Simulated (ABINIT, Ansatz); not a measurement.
# SrSi3 (Fm-3m): zone-centre phonons, part 2 of 3

Wanted: the vibrations of SrSi3 (Fm-3m) at Γ, by two programs.

ABINIT 10.8.3; DFT LDA, scalar-relativistic, plane waves, PseudoDojo norm-conserving pseudopotentials.

So far. Step 2 (Relaxing the cell and atoms): The volume changes by +1.2 % from the cell with which this run began. Step 3 (Self-consistent run for the response): The cell stands at -0.21 GPa: the relaxation ran with a smoothed and higher cutoff, and the difference is a stress of the finite basis. The relaxed cell has a = 6.819 Å (conventional setting).

The structure was built from a prototype and need not be the compound's stable phase.

### Step 4. Zone-centre response

At q = 0 one unit cell holds all displacements. The response is solved for single atoms along the cell's directions, and symmetry skips those that follow from others. The crystal is treated as a metal, which screens a static field, so no field response is asked.

The input, dfpt_gamma.abi:

```

# common to the responses
getwfk_filepath "gso_WFK"
kptopt 2
nqpt 1
qpt 0.0 0.0 0.0
asr 0
chneut 0

# displacements
rfphon 1
rfatpol 1 4
rfdir 1 1 1
tolvrs 1.0d-10
prtwf 0

# basis, mesh and filling
ecut 28.0
ngkpt 8 8 8
nshiftk 1
shiftk 0.0 0.0 0.0
istwfk *1
occopt 3
tsmear 0.01
nband 18
nstep 100
diemac 1000000.0
prtebands 0
prtgsr 0
useylm 1

# cell and atoms
acell 3*1.0 Angstrom
rprim 
    -3.409601375 0.0 3.409601375
    0.0 3.409601375 3.409601375
    -3.409601375 3.409601375 0.0
ntypat 2
znucl 38 14
natom 4
typat 1 2 2 2
xred 
    0.0 0.0 0.0
    0.5 0.5 0.5
    0.75 0.75 0.75
    0.25 0.25 0.25
pp_dirpath "./pseudo"
pseudos "Sr.upf, Si.upf"
```

Launch:

```sh
$ OMP_NUM_THREADS=1 mpirun -n 4 abinit dfpt_gamma.abi > dfpt_gamma.log
```

Numbers of over 12 decimals in the logs are rounded to 6 here.

dfpt_gamma.abo, the main output file:

```text
[banners, grids, parts of the stress and lines that vanish by symmetry left out]
- input  file    -> dfpt_gamma.abi
- output file    -> dfpt_gamma.abo
- root for input  files -> dfpt_gammai
- root for output files -> dfpt_gammao

 Symmetries : space group Fm -3 m (#225); Bravais cF (face-center cubic)
================================================================================
 Values of the parameters that define the memory need of the present run (RF).
     intxc =       0      iscf =       7    lmnmax =      18     lnmax =       6
     mgfft =      45  mpssoang =       3    mqgrid =    3001     natom =       4
  nloc_mem =       1    nspden =       1   nspinor =       1    nsppol =       1
      nsym =      48    n1xccc =    2501    ntypat =       2    occopt =       3
   xclevel =       1
-    mband =          18        mffmem =           1         mkmem =          65
-   mkqmem =          65        mk1mem =          65           mpw =        3828
      nfft =       91125          nkpt =         260
- my_mband =          18
================================================================================
================================================================================

--------------------------------------------------------------------------------
------------- Echo of variables that govern the present computation ------------
--------------------------------------------------------------------------------
-
- outvars: echo of selected default values
-   iomode0 =  0 , fftalg0 =312 , wfoptalg0 =  0
-
- outvars: echo of global parameters not present in the input file
-  max_nthreads =    1
-
 -outvars: echo values of preprocessed input variables
 [... echo left out ...]
================================================================================

 chkinp: Checking input parameters for consistency.

[...]
== DATASET  1 ==================================================================
-   mpi_nproc: 4, omp_nthreads: 1 (-1 if OMP is not activated)

--- !DatasetInfo
iteration_state: {dtset: 1, }
dimensions: {natom: 4, nkpt: 260, mband: 18, nsppol: 1, nspinor: 1, nspden: 1, mpw: 3828, }
cutoff_energies: {ecut:  28.0, pawecutdg:  -1.0, }
electrons: {nelect:   2.20000000E+01, charge:   0.00000000E+00, occopt:   3.00000000E+00, tsmear:   1.00000000E-02, }
meta: {optdriver: 1, rfphon: 1, }
...

 mkfilename: getwfk from: gso_WFK

 Real(R)+Recip(G) space primitive vectors, cartesian coordinates (Bohr,Bohr^-1):
 R(1)= -6.4432128  0.0000000  6.4432128  G(1)= -0.0776010 -0.0776010  0.0776010
 R(2)=  0.0000000  6.4432128  6.4432128  G(2)=  0.0776010  0.0776010  0.0776010
 R(3)= -6.4432128  6.4432128  0.0000000  G(3)= -0.0776010  0.0776010 -0.0776010
 Unit cell volume ucvol=  5.3497984E+02 bohr^3
 Angles (23,13,12)=  6.00000000E+01  6.00000000E+01  6.00000000E+01 degrees
 setup1 : take into account q-point for computing boxcut.

 getcut: wavevector=  0.0000  0.0000  0.0000  ngfft=  45  45  45
         ecut(hartree)=     28.000   => boxcut(ratio)=   2.02717

--- Pseudopotential description ------------------------------------------------
- pspini: atom type   1  psp file is ./pseudo/Sr.upf

- pspini: atom type   2  psp file is ./pseudo/Si.upf

   7.09077521E+02                                ecore*ucvol(ha*bohr**3)
--------------------------------------------------------------------------------

 ==>  initialize data related to q vector <==

 The list of irreducible perturbations for this q vector is:
    1)    idir= 1    ipert=   1
    2)    idir= 1    ipert=   2
    3)    idir= 1    ipert=   3

[...]
The perturbation idir=   2  ipert=   1 is
 symmetric of a previously calculated perturbation.
 So, its SCF calculation is not needed.

 The perturbation idir=   3  ipert=   1 is
 symmetric of a previously calculated perturbation.
 So, its SCF calculation is not needed.

 The perturbation idir=   2  ipert=   2 is
 symmetric of a previously calculated perturbation.
 So, its SCF calculation is not needed.

 The perturbation idir=   3  ipert=   2 is
 symmetric of a previously calculated perturbation.
 So, its SCF calculation is not needed.

[...]
The perturbation idir=   2  ipert=   4 is
 symmetric of a previously calculated perturbation.
 So, its SCF calculation is not needed.

 The perturbation idir=   3  ipert=   4 is
 symmetric of a previously calculated perturbation.
 So, its SCF calculation is not needed.

--------------------------------------------------------------------------------
 Perturbation wavevector (in red.coord.)   0.000000  0.000000  0.000000
 Perturbation : displacement of atom   1   along direction   1
 Found     4 symmetries that leave the perturbation invariant.

[...]
dfpt_looppert : total number of electrons, from k and k+q
  fully or partially occupied states are    2.200000E+01 and    2.200000E+01.
 Initialisation of the first-order wave-functions :
  ireadwf=   0

--- !BeginCycle
iteration_state: {dtset: 1, }
solver: {iscf: 7, nstep: 100, nline: 4, wfoptalg: 0, }
tolerances: {tolvrs: 1.00E-10, }
...

     iter   2DEtotal(Ha)        deltaE(Ha) residm    vres2
-ETOT  1   8.175424     -2.065E+03 9.557E+00 4.065E+03
 ETOT  2   5.664168     -2.511E+00 9.506E-02 1.771E+01
 ETOT  3   5.656396     -7.771E-03 6.821E-03 2.174E+00
 ETOT  4   5.655884     -5.120E-04 2.175E-03 3.102E-02
 ETOT  5   5.655869     -1.568E-05 2.696E-04 8.508E-04
[...]
At SCF step    9       vres2   =  2.98E-11 < tolvrs=  1.00E-10 =>converged.
[...]
Mean square residual over all n,k,spin=   52.771E-11; max=  53.792E-08

 Thirteen components of 2nd-order total energy (hartree) are
 1,2,3: 0th-order hamiltonian combined with 1st-order wavefunctions
     kin0=   1.67590058E+03 eigvalue=   2.01026027E+02  local=  -1.46309399E+03
 4,5,6: 1st-order hamiltonian combined with 1st and 0th-order wfs
 loc psp =  -1.74192904E+03  Hartree=   5.83572851E+02     xc=  -1.34160062E+02
 note that "loc psp" includes a xc core correction that could be resolved
 7,8,9: eventually, occupation + non-local contributions
    edocc=   1.26112336E+02     enl0=   1.07865194E+03   enl1=  -2.39409030E+03
 1-9 gives the relaxation energy (to be shifted if some occ is /=2.0)
   erelax=  -2.06800967E+03
 10,11,12 Non-relaxation  contributions : frozen-wavefunctions and Ewald
 fr.local=   8.05982558E+02 fr.nonlo=   1.19997451E+03  Ewald=   7.80130721E+01
 13,14 Frozen wf xc core corrections (1) and (2)
 frxc 1  =  -2.43140458E+02  frxc 2 =   2.32835854E+02
 Resulting in :
 2DEtotal=    0.5655868253E+01 Ha. Also 2DEtotal=    0.153904015577E+03 eV
    (2DErelax=   -2.0680096703E+03 Ha. 2DEnonrelax=    2.0736655385E+03 Ha)
    (  non-var. 2DEtotal :    5.6558666585E+00 Ha)

[...]
Perturbation wavevector (in red.coord.)   0.000000  0.000000  0.000000
 Perturbation : displacement of atom   2   along direction   1
 Found     4 symmetries that leave the perturbation invariant.

[...]
dfpt_looppert : total number of electrons, from k and k+q
  fully or partially occupied states are    2.200000E+01 and    2.200000E+01.
 Initialisation of the first-order wave-functions :
  ireadwf=   0

--- !BeginCycle
iteration_state: {dtset: 1, }
solver: {iscf: 7, nstep: 100, nline: 4, wfoptalg: 0, }
tolerances: {tolvrs: 1.00E-10, }
...

     iter   2DEtotal(Ha)        deltaE(Ha) residm    vres2
-ETOT  1  0.712826     -1.295E+02 1.131E+00 5.451E+02
[...]
At SCF step    8       vres2   =  4.94E-11 < tolvrs=  1.00E-10 =>converged.
[...]
Mean square residual over all n,k,spin=   36.694E-10; max=  32.641E-07

 Thirteen components of 2nd-order total energy (hartree) are
 1,2,3: 0th-order hamiltonian combined with 1st-order wavefunctions
     kin0=   1.13481825E+02 eigvalue=  -7.34816240E+00  local=  -6.41058791E+01
 4,5,6: 1st-order hamiltonian combined with 1st and 0th-order wfs
 loc psp =  -6.82897299E+01  Hartree=   2.95575566E+01     xc=  -9.86023699E+00
 note that "loc psp" includes a xc core correction that could be resolved
 7,8,9: eventually, occupation + non-local contributions
    edocc=   9.15969937E+00     enl0=   5.87833417E+01   enl1=  -1.91046558E+02
 1-9 gives the relaxation energy (to be shifted if some occ is /=2.0)
   erelax=  -1.29668143E+02
 10,11,12 Non-relaxation  contributions : frozen-wavefunctions and Ewald
 fr.local=  -9.48978231E+00 fr.nonlo=   9.53612647E+01  Ewald=   4.68078433E+01
 13,14 Frozen wf xc core corrections (1) and (2)
 frxc 1  =  -1.14693494E+01  frxc 2 =   8.98950398E+00
 Resulting in :
 2DEtotal=    0.5313369122E+00 Ha. Also 2DEtotal=    0.144584139457E+02 eV
    (2DErelax=   -1.2966814332E+02 Ha. 2DEnonrelax=    1.3019948023E+02 Ha)
    (  non-var. 2DEtotal :    5.3133650653E-01 Ha)

[...]
Perturbation wavevector (in red.coord.)   0.000000  0.000000  0.000000
 Perturbation : displacement of atom   3   along direction   1
 Found     2 symmetries that leave the perturbation invariant.

--------------------------------------------------------------------------------

--------------------------------------------------------------------------------

 dfpt_looppert : total number of electrons, from k and k+q
  fully or partially occupied states are    2.200000E+01 and    2.200000E+01.
 Initialisation of the first-order wave-functions :
  ireadwf=   0

--- !BeginCycle
iteration_state: {dtset: 1, }
solver: {iscf: 7, nstep: 100, nline: 4, wfoptalg: 0, }
tolerances: {tolvrs: 1.00E-10, }
...

     iter   2DEtotal(Ha)        deltaE(Ha) residm    vres2
-ETOT  1   2.781021     -1.334E+02 1.024E+00 1.870E+03
[...]
ETOT  8   2.268939     -1.111E-11 7.391E-07 8.687E-09
 ETOT  9   2.268939     -2.899E-12 1.881E-07 4.830E-11

 At SCF step    9       vres2   =  4.83E-11 < tolvrs=  1.00E-10 =>converged.
[...]
Mean square residual over all n,k,spin=   22.291E-11; max=  18.811E-08

 Thirteen components of 2nd-order total energy (hartree) are
 1,2,3: 0th-order hamiltonian combined with 1st-order wavefunctions
     kin0=   1.15390944E+02 eigvalue=  -8.52401280E+00  local=  -6.75827822E+01
 4,5,6: 1st-order hamiltonian combined with 1st and 0th-order wfs
 loc psp =  -7.34875499E+01  Hartree=   3.22875181E+01     xc=  -1.07351937E+01
 note that "loc psp" includes a xc core correction that could be resolved
 7,8,9: eventually, occupation + non-local contributions
    edocc=   9.44083771E+00     enl0=   6.36745938E+01   enl1=  -1.94416261E+02
 1-9 gives the relaxation energy (to be shifted if some occ is /=2.0)
   erelax=  -1.33951906E+02
 10,11,12 Non-relaxation  contributions : frozen-wavefunctions and Ewald
 fr.local=  -7.35250128E+00 fr.nonlo=   9.93494668E+01  Ewald=   4.68078433E+01
 13,14 Frozen wf xc core corrections (1) and (2)
 frxc 1  =  -1.13255466E+01  frxc 2 =   8.74158254E+00
 Resulting in :
 2DEtotal=    0.2268939071E+01 Ha. Also 2DEtotal=    0.617409774384E+02 eV
    (2DErelax=   -1.3395190562E+02 Ha. 2DEnonrelax=    1.3622084469E+02 Ha)
    (  non-var. 2DEtotal :    2.2689393388E+00 Ha)

[...]
---- first-order wavefunction calculations are completed ----

 ==> Compute Derivative Database <==

 [... matrices left out ...]
  Phonon wavevector (reduced coordinates) :  0.00000  0.00000  0.00000
 Phonon energies in Hartree :
   1.749873E-05  1.749873E-05  1.749873E-05  3.825431E-04  3.825431E-04
   3.825431E-04  6.849927E-04  6.849927E-04  6.849927E-04  1.001573E-03
   1.001573E-03  1.001573E-03
 Phonon frequencies in cm-1    :
-  3.840527E+00  3.840527E+00  3.840527E+00  8.395851E+01  8.395851E+01
-  8.395851E+01  1.503385E+02  1.503385E+02  1.503385E+02  2.198198E+02
-  2.198198E+02  2.198198E+02

== END DATASET(S) ==============================================================
================================================================================

 -outvars: echo values of variables after computation
            acell      1.8897261259E+00  1.8897261259E+00  1.8897261259E+00 Bohr
           etotal      2.2689390713E+00
            fcart      0.0000000000E+00  0.0000000000E+00  0.0000000000E+00
           strten      0.0000000000E+00  0.0000000000E+00  0.0000000000E+00
================================================================================
```

Elapsed: 4.1 min, on 4 MPI ranks of Arm Neoverse V1, shared host; 16 min of CPU time.

Read from the output:

```yaml
largest_acoustic_frequency_at_the_zone_centre_before_the_sum_rule: 3.84 cm⁻¹
highest_optical_zone_centre_mode_no_lo_to_term: 219.8 cm⁻¹
lowest_optical_zone_centre_mode: 83.96 cm⁻¹
```

The acoustic modes at Γ come out as far as 3.8 cm⁻¹ from zero, where they should vanish, a small numerical error.

[end of part 2 of 3]

[Host names and launcher messages were left out of these logs when they were recorded.]

[Logs are printed without paths, hosts, clocks, repeated set-up lines and the standing remarks that a program may print on its own settings, such as how far it seeks lower states.]

[Hosts, paths, dates, database ids (printed as entryN), source tags and the programs' standing remarks are cut or masked in the printed files.]
